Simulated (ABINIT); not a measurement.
# Ta2O5 (P2/m): bands and cutoff in G0W0 with ABINIT, part 2 of 2

Wanted: a converged G0W0 gap of Ta2O5 (P2/m), or an estimate of the limit.

ABINIT 10.8.3; PBEsol and many-body steps on it, plane waves. Known limits of the many-body steps: not at the basis limit; no spin-orbit coupling; coarse k mesh.

So far. Step 3 (Screening, 4×4×2 mesh, 85 bands, screening to 50.9 eV): Local fields lower ε∞ by 4 %. On a Γ-centred mesh this coarse the value itself is usually too large, while a short band sum pulls it down. Step 4 (85 bands, 50.9 eV): The gap on the mesh goes from 2.19 eV to 4.01 eV, a correction of +1.82 eV.

## Step 6: 115 bands, 67.5 eV

This step: G0W0 on PBEsol, plane waves, norm-conserving pseudopotentials.

run.abi

```
acell 3*1.0 Angstrom
rprim 
  3.841408013900 0.000000000000 -0.000000000000
  0.000000000000 3.862715750000 0.000000000000
  -1.818942144500 0.000000000000 6.528959420100
ntypat 2
znucl 73 8
natom 7
typat 1 1 2 2 2 2 2
xred 
  0.649530730000 0.000000000000 0.791314530000
  0.350469270000 0.000000000000 0.208685470000
  0.662124300000 0.500000000000 0.798329290000
  0.337875700000 0.500000000000 0.201670710000
  0.189760570000 0.000000000000 0.870621250000
  0.810239430000 0.000000000000 0.129378750000
  0.500000000000 0.000000000000 0.500000000000
pp_dirpath "pseudos"
pseudos "Ta.upf, O.upf"
ecut 36
ngkpt 4 4 2
nshiftk 1
shiftk 0 0 0
kptopt 1
chksymbreak 0
istwfk *1
occopt 1
irdwfk 1
optdriver 4
nband 115
gwcalctyp 0
ecutsigx 36
symsigma 1
nkptgw 8
kptgw 
  0.5000000000 0.5000000000 0.5000000000
  0.0000000000 0.0000000000 0.5000000000
  0.0000000000 0.0000000000 0.0000000000
  0.5000000000 0.0000000000 0.0000000000
  0.0000000000 0.5000000000 0.0000000000
  0.5000000000 0.5000000000 0.0000000000
  0.5000000000 0.0000000000 0.5000000000
  0.0000000000 0.5000000000 0.5000000000
bdgw 
  27 30
  27 30
  27 30
  27 30
  27 30
  27 30
  27 30
  27 30
ecuteps 2.48
irdscr 1
ppmodel 1
indata_prefix "in"
outdata_prefix "out"
tmpdata_prefix "tmp"
```

Command:

```sh
> OMP_NUM_THREADS=1 mpirun -n 4 abinit run.abi > log
```

Numbers of over 12 decimals in the logs are rounded to 6 here.

Output:

```text
.Version 10.8.3 of ABINIT. v10.8.2 released Aug 2026.

 Symmetries : space group P2/m (# 10); Bravais mP (primitive monocl.)
[... echo of the input left out ...]
== DATASET  1 ==================================================================
-   mpi_nproc: 4, omp_nthreads: 1 (-1 if OMP is not activated)

--- !DatasetInfo
iteration_state: {dtset: 1, }
dimensions: {natom: 7, nkpt: 18, mband: 115, nsppol: 1, nspinor: 1, nspden: 1, mpw: 6772, }
cutoff_energies: {ecut:  36.0, pawecutdg:  -1.0, }
electrons: {nelect:   5.60000000E+01, charge:   0.00000000E+00, occopt:   1.00000000E+00, tsmear:   1.00000000E-02, }

 SIGMA: Calculation of the GW corrections

 Based on a program developped by R.W. Godby, V. Olevano, G. Onida, and L. Reining.
 Incorporated in ABINIT by V. Olevano, G.-M. Rignanese, and M. Torrent.
.Using double precision arithmetic ; gwpc =  8

[... cell and pseudopotentials left out ...]
--------------------------------------------------------------------------------

 ==== K-mesh for the wavefunctions ====
 Number of points in the irreducible wedge :    18
[... list of points left out ...]
 Together with  4 symmetry operations and time-reversal symmetry
 yields    32 points in the full Brillouin Zone.

 ==== Q-mesh for screening function ====
 Number of points in the irreducible wedge :    18
[... list of points left out ...]
 Together with  4 symmetry operations and time-reversal symmetry
 yields    32 points in the full Brillouin Zone.

 vcoul_init : cutoff-mode = AUXILIARY_FUNCTION
 q-points for optical limit:   1
     1)      0.000010    0.000020    0.000030
 setmesh: FFT mesh size selected  =    40x   40x   72
          total number of points  =       115200

 Number of electrons calculated from density =   56.0000; Expected =   56.0000
[...]
data: !SigmaeeData |
     Band     E0 <VxcDFT>   SigX SigC(E0)      Z dSigC/dE  Sig(E)    E-E0       E
       27   3.665 -19.942 -25.155   5.044   0.778  -0.286 -20.074  -0.132   3.534
       28   3.790 -20.141 -25.346   5.072   0.777  -0.287 -20.244  -0.104   3.686
       29   6.952 -15.880  -9.756  -4.108   0.824  -0.213 -14.218   1.662   8.614
[...]
--- !SelfEnergy_ee
iteration_state: {dtset: 1, }
kpoint     : [   0.000,    0.000,    0.500, ]
spin       : 1
KS_gap     :    2.995
QP_gap     :    4.706
Delta_QP_KS:    1.711
data: !SigmaeeData |
     Band     E0 <VxcDFT>   SigX SigC(E0)      Z dSigC/dE  Sig(E)    E-E0       E
[...]
--- !SelfEnergy_ee
[...]
kpoint     : [   0.000,    0.000,    0.000, ]
spin       : 1
KS_gap     :    2.858
QP_gap     :    4.530
Delta_QP_KS:    1.672
data: !SigmaeeData |
     Band     E0 <VxcDFT>   SigX SigC(E0)      Z dSigC/dE  Sig(E)    E-E0       E
[...]
--- !SelfEnergy_ee
iteration_state: {dtset: 1, }
kpoint     : [   0.500,    0.000,    0.500, ]
spin       : 1
KS_gap     :    3.283
QP_gap     :    5.051
Delta_QP_KS:    1.768
data: !SigmaeeData |
     Band     E0 <VxcDFT>   SigX SigC(E0)      Z dSigC/dE  Sig(E)    E-E0       E
[...]
--- !SelfEnergy_ee
iteration_state: {dtset: 1, }
kpoint     : [   0.000,    0.500,    0.500, ]
spin       : 1
KS_gap     :    4.488
QP_gap     :    6.332
Delta_QP_KS:    1.845
data: !SigmaeeData |
     Band     E0 <VxcDFT>   SigX SigC(E0)      Z dSigC/dE  Sig(E)    E-E0       E
[...]
29   7.943 -16.013  -9.562  -4.405   0.820  -0.220 -14.337   1.677   9.620
       30   9.211 -18.015 -11.843  -3.886   0.804  -0.244 -16.177   1.838  11.048

== END DATASET(S) ==============================================================
================================================================================

 -outvars: echo values of variables after computation  --------
           etotal      0.0000000000E+00
            nband         115
             nkpt          18
          spgroup          10
 [... the other variables as echoed above ...]

 Calculation completed.
```

Run time: 23 s. Hardware: 4 MPI ranks of Arm Neoverse V2, shared host; peak memory 1.7 GiB; 90 s of CPU time.

Numbers from this step:

```yaml
g0w0_gap_on_the_mesh: 3.791 eV
starting_gap_on_the_mesh: 2.192 eV
k_of_the_valence_top: 0.5, 0.5, 0.5
k_of_the_conduction_bottom: 0, 0, 0.5
z_at_the_valence_top: 0.777
z_at_the_conduction_bottom: 0.831
least_direct_g0w0_gap_on_the_computed_points: 4.530 eV
```

Against G0W0 in ABINIT (4×4×2 mesh, 85 bands, screening to 50.9 eV, Godby-Needs plasmon pole), the gap moves by −0.221 eV.

## Step 7: Screening, 4×4×2 mesh, 162 bands, screening to 89.8 eV

This step: RPA screening on PBEsol, plane waves, norm-conserving pseudopotentials.

run.abi, as its differences from that of step 6:

```diff
@@ -28,29 +28,8 @@
 irdwfk 1
-optdriver 4
-nband 115
-gwcalctyp 0
-ecutsigx 36
-symsigma 1
-nkptgw 8
-kptgw 
-  0.5000000000 0.5000000000 0.5000000000
-  0.0000000000 0.0000000000 0.5000000000
-  0.0000000000 0.0000000000 0.0000000000
-  0.5000000000 0.0000000000 0.0000000000
-  0.0000000000 0.5000000000 0.0000000000
-  0.5000000000 0.5000000000 0.0000000000
-  0.5000000000 0.0000000000 0.5000000000
-  0.0000000000 0.5000000000 0.5000000000
-bdgw 
-  27 30
-  27 30
-  27 30
-  27 30
-  27 30
-  27 30
-  27 30
-  27 30
-ecuteps 2.48
-irdscr 1
-ppmodel 1
+optdriver 3
+nband 162
+ecuteps 3.3
+inclvkb 2
+awtr 1
+symchi 1
 indata_prefix "in"
```

Output:

```text
.Version 10.8.3 of ABINIT. v10.8.2 released Aug 2026.

 Symmetries : space group P2/m (# 10); Bravais mP (primitive monocl.)
[... echo of the input left out ...]
== DATASET  1 ==================================================================
-   mpi_nproc: 4, omp_nthreads: 1 (-1 if OMP is not activated)

--- !DatasetInfo
iteration_state: {dtset: 1, }
dimensions: {natom: 7, nkpt: 18, mband: 162, nsppol: 1, nspinor: 1, nspden: 1, mpw: 6772, }
cutoff_energies: {ecut:  36.0, pawecutdg:  -1.0, }
[...]
--------------------------------------------------------------------------------
[... chi0 elements left out ...]
 For q-point:  0.000010 0.000020 0.000030
  dielectric constant =   5.8052
  dielectric constant without local fields =   6.1048

  Average fulfillment of the sum rule on Im[epsilon] for q-point    1 :     71.69  [%]
[... wings left out ...]
  q-point number  2        q = ( 0.250000, 0.000000, 0.000000) [r.l.u.]
--------------------------------------------------------------------------------
[... chi0 elements left out ...]
  Average fulfillment of the sum rule on Im[epsilon] for q-point    2 :     79.18  [%]

 [... 16 further q-points ...]
```

It took 4.1 min on 4 MPI ranks; peak memory 2.9 GiB.

Numbers from this step:

```yaml
eps_infinity_with_local_fields_on_this_mesh_along_the_program_s_q_direction: 5.805
the_same_without_local_fields: 6.105
plasma_frequency: 28.23 eV
plane_waves_in_the_screening_matrix: 173
```

## Step 8: 162 bands, 89.8 eV

This step: G0W0 on PBEsol, plane waves, norm-conserving pseudopotentials.

run.abi, as its differences from that of step 7:

```diff
@@ -28,8 +28,29 @@
 irdwfk 1
-optdriver 3
+optdriver 4
 nband 162
+gwcalctyp 0
+ecutsigx 36
+symsigma 1
+nkptgw 8
+kptgw 
+  0.5000000000 0.5000000000 0.5000000000
+  0.0000000000 0.0000000000 0.5000000000
+  0.0000000000 0.0000000000 0.0000000000
+  0.5000000000 0.0000000000 0.0000000000
+  0.0000000000 0.5000000000 0.0000000000
+  0.5000000000 0.5000000000 0.0000000000
+  0.5000000000 0.0000000000 0.5000000000
+  0.0000000000 0.5000000000 0.5000000000
+bdgw 
+  27 30
+  27 30
+  27 30
+  27 30
+  27 30
+  27 30
+  27 30
+  27 30
 ecuteps 3.3
-inclvkb 2
-awtr 1
-symchi 1
+irdscr 1
+ppmodel 1
 indata_prefix "in"
```

Output:

```text
.Version 10.8.3 of ABINIT. v10.8.2 released Aug 2026.

 Symmetries : space group P2/m (# 10); Bravais mP (primitive monocl.)
[... echo of the input left out ...]
== DATASET  1 ==================================================================
-   mpi_nproc: 4, omp_nthreads: 1 (-1 if OMP is not activated)

--- !DatasetInfo
iteration_state: {dtset: 1, }
dimensions: {natom: 7, nkpt: 18, mband: 162, nsppol: 1, nspinor: 1, nspden: 1, mpw: 6772, }
cutoff_energies: {ecut:  36.0, pawecutdg:  -1.0, }
[...]
Band     E0 <VxcDFT>   SigX SigC(E0)      Z dSigC/dE  Sig(E)    E-E0       E
[...]
29   7.943 -16.013  -9.562  -4.648   0.816  -0.225 -14.541   1.472   9.415
       30   9.211 -18.015 -11.843  -4.120   0.801  -0.249 -16.371   1.644  10.854

== END DATASET(S) ==============================================================
================================================================================

 -outvars: echo values of variables after computation  --------
           etotal      0.0000000000E+00
            nband         162
             nkpt          18
          spgroup          10
 [... the other variables as echoed above ...]

 Calculation completed.
```

Run time: 40 s. Hardware: 4 MPI ranks; peak memory 2 GiB; 2.6 min of CPU time.

This step gave:

* G0W0 gap on the mesh: 3.665 eV
* starting gap on the mesh: 2.192 eV
* k of the valence top: 0.5, 0.5, 0.5
* k of the conduction bottom: 0, 0, 0.5
* least direct G0W0 gap on the computed points: 4.402 eV

Against G0W0 in ABINIT (4×4×2 mesh, 115 bands, screening to 67.5 eV, Godby-Needs plasmon pole), the gap moves by −0.126 eV.

## Step 9: Screening, 4×4×2 mesh, 227 bands, screening to 116.7 eV

This step: RPA screening on PBEsol, plane waves, norm-conserving pseudopotentials.

run.abi, as its differences from that of step 8:

```diff
@@ -28,29 +28,8 @@
 irdwfk 1
-optdriver 4
-nband 162
-gwcalctyp 0
-ecutsigx 36
-symsigma 1
-nkptgw 8
-kptgw 
-  0.5000000000 0.5000000000 0.5000000000
-  0.0000000000 0.0000000000 0.5000000000
-  0.0000000000 0.0000000000 0.0000000000
-  0.5000000000 0.0000000000 0.0000000000
-  0.0000000000 0.5000000000 0.0000000000
-  0.5000000000 0.5000000000 0.0000000000
-  0.5000000000 0.0000000000 0.5000000000
-  0.0000000000 0.5000000000 0.5000000000
-bdgw 
-  27 30
-  27 30
-  27 30
-  27 30
-  27 30
-  27 30
-  27 30
-  27 30
-ecuteps 3.3
-irdscr 1
-ppmodel 1
+optdriver 3
+nband 227
+ecuteps 4.29
+inclvkb 2
+awtr 1
+symchi 1
 indata_prefix "in"
```

Output:

```text
.Version 10.8.3 of ABINIT. v10.8.2 released Aug 2026.

 Symmetries : space group P2/m (# 10); Bravais mP (primitive monocl.)
[... echo of the input left out ...]
== DATASET  1 ==================================================================
-   mpi_nproc: 4, omp_nthreads: 1 (-1 if OMP is not activated)

--- !DatasetInfo
iteration_state: {dtset: 1, }
dimensions: {natom: 7, nkpt: 18, mband: 227, nsppol: 1, nspinor: 1, nspden: 1, mpw: 6772, }
cutoff_energies: {ecut:  36.0, pawecutdg:  -1.0, }
[...]
--------------------------------------------------------------------------------
[... chi0 elements left out ...]
 For q-point:  0.000010 0.000020 0.000030
  dielectric constant =   5.7552
  dielectric constant without local fields =   6.1106

  Average fulfillment of the sum rule on Im[epsilon] for q-point    1 :     78.99  [%]
[... wings left out ...]
  q-point number  2        q = ( 0.250000, 0.000000, 0.000000) [r.l.u.]
--------------------------------------------------------------------------------
[... chi0 elements left out ...]
  Average fulfillment of the sum rule on Im[epsilon] for q-point    2 :     85.07  [%]

 [... 16 further q-points ...]
```

The job ended after 7.5 min (4 MPI ranks; peak memory 3.7 GiB; 30 min of CPU time).

Numbers from this step:

```
ε∞ with local fields, on this mesh, along the program's q direction : 5.755
the same without local fields                                       : 6.111
plasma frequency                                                    : 28.23 eV
plane waves in the screening matrix                                 : 281
```

## Step 10: 227 bands, 116.7 eV

This step: G0W0 on PBEsol, plane waves, norm-conserving pseudopotentials.

run.abi, as its differences from that of step 9:

```diff
@@ -28,8 +28,29 @@
 irdwfk 1
-optdriver 3
+optdriver 4
 nband 227
+gwcalctyp 0
+ecutsigx 36
+symsigma 1
+nkptgw 8
+kptgw 
+  0.5000000000 0.5000000000 0.5000000000
+  0.0000000000 0.0000000000 0.5000000000
+  0.0000000000 0.0000000000 0.0000000000
+  0.5000000000 0.0000000000 0.0000000000
+  0.0000000000 0.5000000000 0.0000000000
+  0.5000000000 0.5000000000 0.0000000000
+  0.5000000000 0.0000000000 0.5000000000
+  0.0000000000 0.5000000000 0.5000000000
+bdgw 
+  27 30
+  27 30
+  27 30
+  27 30
+  27 30
+  27 30
+  27 30
+  27 30
 ecuteps 4.29
-inclvkb 2
-awtr 1
-symchi 1
+irdscr 1
+ppmodel 1
 indata_prefix "in"
```

Output:

```text
.Version 10.8.3 of ABINIT. v10.8.2 released Aug 2026.

 Symmetries : space group P2/m (# 10); Bravais mP (primitive monocl.)
[... echo of the input left out ...]
== DATASET  1 ==================================================================
-   mpi_nproc: 4, omp_nthreads: 1 (-1 if OMP is not activated)

--- !DatasetInfo
iteration_state: {dtset: 1, }
dimensions: {natom: 7, nkpt: 18, mband: 227, nsppol: 1, nspinor: 1, nspden: 1, mpw: 6772, }
cutoff_energies: {ecut:  36.0, pawecutdg:  -1.0, }
[...]
Band     E0 <VxcDFT>   SigX SigC(E0)      Z dSigC/dE  Sig(E)    E-E0       E
[...]
29   7.943 -16.013  -9.562  -4.841   0.814  -0.228 -14.702   1.311   9.254
       30   9.211 -18.015 -11.843  -4.340   0.796  -0.256 -16.556   1.459  10.669

== END DATASET(S) ==============================================================
================================================================================

 -outvars: echo values of variables after computation  --------
           etotal      0.0000000000E+00
            nband         227
             nkpt          18
          spgroup          10
 [... the other variables as echoed above ...]

 Calculation completed.
```

It took 1.9 min on 4 MPI ranks; peak memory 3 GiB.

Numbers from this step:

```yaml
g0w0_gap_on_the_mesh: 3.626 eV
starting_gap_on_the_mesh: 2.192 eV
k_of_the_valence_top: 0.5, 0.5, 0.5
k_of_the_conduction_bottom: 0, 0, 0.5
least_direct_g0w0_gap_on_the_computed_points: 4.356 eV
```

Against G0W0 in ABINIT (4×4×2 mesh, 162 bands, screening to 89.8 eV, Godby-Needs plasmon pole), the gap moves by −0.039 eV.

## Step 11: Screening, 4×4×2 mesh, 317 bands, screening to 149.7 eV

This step: RPA screening on PBEsol, plane waves, norm-conserving pseudopotentials.

run.abi, as its differences from that of step 10:

```diff
@@ -28,29 +28,8 @@
 irdwfk 1
-optdriver 4
-nband 227
-gwcalctyp 0
-ecutsigx 36
-symsigma 1
-nkptgw 8
-kptgw 
-  0.5000000000 0.5000000000 0.5000000000
-  0.0000000000 0.0000000000 0.5000000000
-  0.0000000000 0.0000000000 0.0000000000
-  0.5000000000 0.0000000000 0.0000000000
-  0.0000000000 0.5000000000 0.0000000000
-  0.5000000000 0.5000000000 0.0000000000
-  0.5000000000 0.0000000000 0.5000000000
-  0.0000000000 0.5000000000 0.5000000000
-bdgw 
-  27 30
-  27 30
-  27 30
-  27 30
-  27 30
-  27 30
-  27 30
-  27 30
-ecuteps 4.29
-irdscr 1
-ppmodel 1
+optdriver 3
+nband 317
+ecuteps 5.5
+inclvkb 2
+awtr 1
+symchi 1
 indata_prefix "in"
```

Output:

```text
.Version 10.8.3 of ABINIT. v10.8.2 released Aug 2026.

 Symmetries : space group P2/m (# 10); Bravais mP (primitive monocl.)
[... echo of the input left out ...]
== DATASET  1 ==================================================================
-   mpi_nproc: 4, omp_nthreads: 1 (-1 if OMP is not activated)

--- !DatasetInfo
iteration_state: {dtset: 1, }
dimensions: {natom: 7, nkpt: 18, mband: 317, nsppol: 1, nspinor: 1, nspden: 1, mpw: 6772, }
cutoff_energies: {ecut:  36.0, pawecutdg:  -1.0, }
[...]
--------------------------------------------------------------------------------
[... chi0 elements left out ...]
 For q-point:  0.000010 0.000020 0.000030
  dielectric constant =   5.7468
  dielectric constant without local fields =   6.1129

  Average fulfillment of the sum rule on Im[epsilon] for q-point    1 :     85.14  [%]
[... wings left out ...]
  q-point number  2        q = ( 0.250000, 0.000000, 0.000000) [r.l.u.]
--------------------------------------------------------------------------------
[... chi0 elements left out ...]
  Average fulfillment of the sum rule on Im[epsilon] for q-point    2 :     89.88  [%]

 [... 16 further q-points ...]
```

Wall time 13 min (4 MPI ranks); peak memory 5.2 GiB.

This step gave:

| Item | Value |
| --- | --- |
| ε∞ with local fields, on this mesh, along the program's q direction | 5.747 |
| the same without local fields | 6.113 |
| plasma frequency | 28.23 eV |
| plane waves in the screening matrix | 409 |

## Step 12: 317 bands, 149.7 eV

This step: G0W0 on PBEsol, plane waves, norm-conserving pseudopotentials.

run.abi, as its differences from that of step 11:

```diff
@@ -28,8 +28,29 @@
 irdwfk 1
-optdriver 3
+optdriver 4
 nband 317
+gwcalctyp 0
+ecutsigx 36
+symsigma 1
+nkptgw 8
+kptgw 
+  0.5000000000 0.5000000000 0.5000000000
+  0.0000000000 0.0000000000 0.5000000000
+  0.0000000000 0.0000000000 0.0000000000
+  0.5000000000 0.0000000000 0.0000000000
+  0.0000000000 0.5000000000 0.0000000000
+  0.5000000000 0.5000000000 0.0000000000
+  0.5000000000 0.0000000000 0.5000000000
+  0.0000000000 0.5000000000 0.5000000000
+bdgw 
+  27 30
+  27 30
+  27 30
+  27 30
+  27 30
+  27 30
+  27 30
+  27 30
 ecuteps 5.5
-inclvkb 2
-awtr 1
-symchi 1
+irdscr 1
+ppmodel 1
 indata_prefix "in"
```

Output:

```text
.Version 10.8.3 of ABINIT. v10.8.2 released Aug 2026.

 Symmetries : space group P2/m (# 10); Bravais mP (primitive monocl.)
[... echo of the input left out ...]
== DATASET  1 ==================================================================
-   mpi_nproc: 4, omp_nthreads: 1 (-1 if OMP is not activated)

--- !DatasetInfo
iteration_state: {dtset: 1, }
dimensions: {natom: 7, nkpt: 18, mband: 317, nsppol: 1, nspinor: 1, nspden: 1, mpw: 6772, }
cutoff_energies: {ecut:  36.0, pawecutdg:  -1.0, }
[...]
Band     E0 <VxcDFT>   SigX SigC(E0)      Z dSigC/dE  Sig(E)    E-E0       E
[...]
29   7.943 -16.013  -9.562  -5.002   0.813  -0.230 -14.835   1.178   9.121
       30   9.211 -18.015 -11.843  -4.534   0.795  -0.258 -16.712   1.303  10.514

== END DATASET(S) ==============================================================
================================================================================

 -outvars: echo values of variables after computation  --------
           etotal      0.0000000000E+00
            nband         317
             nkpt          18
          spgroup          10
 [... the other variables as echoed above ...]

 Calculation completed.
```

Run time: 5 min. Hardware: 4 MPI ranks; peak memory 4.7 GiB; 20 min of CPU time.

Numbers from this step:

- G0W0 gap on the mesh: 3.596 eV
- starting gap on the mesh: 2.192 eV
- k of the valence top: 0.5, 0.5, 0.5
- k of the conduction bottom: 0, 0, 0.5
- least direct G0W0 gap on the computed points: 4.323 eV

Against G0W0 in ABINIT (4×4×2 mesh, 227 bands, screening to 116.7 eV, Godby-Needs plasmon pole), the gap moves by −0.030 eV.

## Step 13: The runs together

Times are wall times on 4 MPI ranks of Arm Neoverse V2, shared host, good to a factor of about two. A run's time includes the screening step that it read.

```
                run   mesh  bands  screening cutoff (eV)  DFT gap (eV)  gap on the mesh (eV)  direct (eV)  ε∞ used     time
  85 bands, 50.9 eV  4×4×2     85                   50.9         2.192                 4.012        4.741     5.84    2 min
 115 bands, 67.5 eV  4×4×2    115                   67.5         2.192                 3.791        4.530     5.81    3 min
 162 bands, 89.8 eV  4×4×2    162                   89.8         2.192                 3.665        4.402     5.81  4.8 min
227 bands, 116.7 eV  4×4×2    227                  116.7         2.192                 3.626        4.356     5.76  9.4 min
317 bands, 149.7 eV  4×4×2    317                  149.7         2.192                 3.596        4.323     5.75   18 min
```

## Step 14: Summary of results

```
85 bands, 50.9 eV   : 4.012 eV
115 bands, 67.5 eV  : 3.791 eV
162 bands, 89.8 eV  : 3.665 eV
227 bands, 116.7 eV : 3.626 eV
317 bands, 149.7 eV : 3.596 eV
known limits        : not at the basis limit; no spin-orbit coupling; coarse k mesh
```

From the first rung to the last the gap moves by −0.42 eV for 9.0 times the time. The 4×4×2 mesh is coarse for this cell, which bears on the long-range parts of exchange and screening. The many-body steps are scalar-relativistic: spin-orbit coupling is not in them.

[Paths, hosts, dates, memory and timing lines, banners, echoed tables and standing remarks are left out of the program output.]

[Logs are printed without paths, hosts, clocks, repeated set-up lines and the standing remarks that a program may print on its own settings, such as how far it seeks lower states.]

[Runs of the session that timed out or met a known fault of the program may be left out.]

[Hosts, paths, dates, database ids (printed as entryN), source tags and the programs' standing remarks are cut or masked in the printed files.]

[G0W0 gaps are taken among the corrected bands and points alone; a level outside them can change the order at an edge.]

[Where Ansatz stands beside ABINIT at settings called matched, ABINIT's density can come from a denser mesh and the files from another edition; pairs whose starting gaps differed by over 0.03 eV were left out, so agreement reads better than it is.]
